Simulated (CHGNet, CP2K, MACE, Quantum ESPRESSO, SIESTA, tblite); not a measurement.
# Pressure against volume in rutile SnO2, size series (72 atoms), CHGNet r2SCAN

The cell holds 72 atoms: 24 Sn and 48 O. Its edges and angles: a = 9.474 Å, b = 9.474 Å, c = 9.558 Å, α = 90.0°, β = 90.0°, γ = 90.0°. It derives from SnO2 (rutile), repeated 2×2×3. Rutile SnO2 (cell 4.737, 4.737, 3.186, 90, 90, 90), 2 x 2 x 3 conventional cells; ideal positions. Then the atoms were relaxed with MACE MP-0b3 medium in the fixed cell.

Calculated with CHGNet r2SCAN: CHGNet r2SCAN, trained on r2SCAN plane-wave data, no dispersion term. The unchanged cell has V0 = 11.915 Å³ an atom and P0 = 4.455 GPa. It is scaled evenly, and MACE MP-0b3 medium relaxes the atoms at each volume before the single point.

```
volume (Å³/atom)  pressure (GPa)
          11.200           18.14
          11.558               ?
          12.273          -1.412
          12.630          -5.209
```

**Question.** Fit a second-order expansion in ln V to the rows given and interpolate to the withheld row.

**Working.**

To second order in u = ln(V/V0), P = P0 − B u + ½ B B′ u², with B the bulk modulus at V0 and B′ its pressure derivative. So v = (P − P0)/u is a line in u, with intercept −B and slope ½ B B′.

| u | v (GPa) |
| --- | --- |
| -0.0618754 | -221.122 |
| 0.0295588 | -198.482 |
| 0.0582689 | -165.857 |

With n = 3: mean u = 0.00865077, mean v = -195.154, Σ(u − ū)² = 0.0078730, Σ(u − ū)(v − v̄) = 3.2155. Slope b = 3.2155 / 0.0078730 = 408.42; intercept a = v̄ − b ū = -198.69.

So B = 199 GPa and B′ = 2b/B = 4.1. At the withheld volume u = -0.03046, v = a + b u = -211.1 GPa, and P = P0 + u v.

Prediction at 11.558: 10.89 GPa. The run gave 10.95 GPa, so the fit is low by 0.061 GPa (0.56 % of the value).

B′ = 4.1 rests on three points. Among the rows given, the largest miss of the fit is at 12.630, by 0.53 GPa (2.3 % of the range of the table).

Limits: Static cells at zero temperature, with the cell shape held. The atoms follow MACE MP-0b3 medium, not this level's own minimum.

[Logs are printed without paths, hosts, clocks, repeated set-up lines and the standing remarks that a program may print on its own settings, such as how far it seeks lower states.]

[Hosts, paths, dates, database ids (printed as entryN), source tags and the programs' standing remarks are cut or masked in the printed files.]
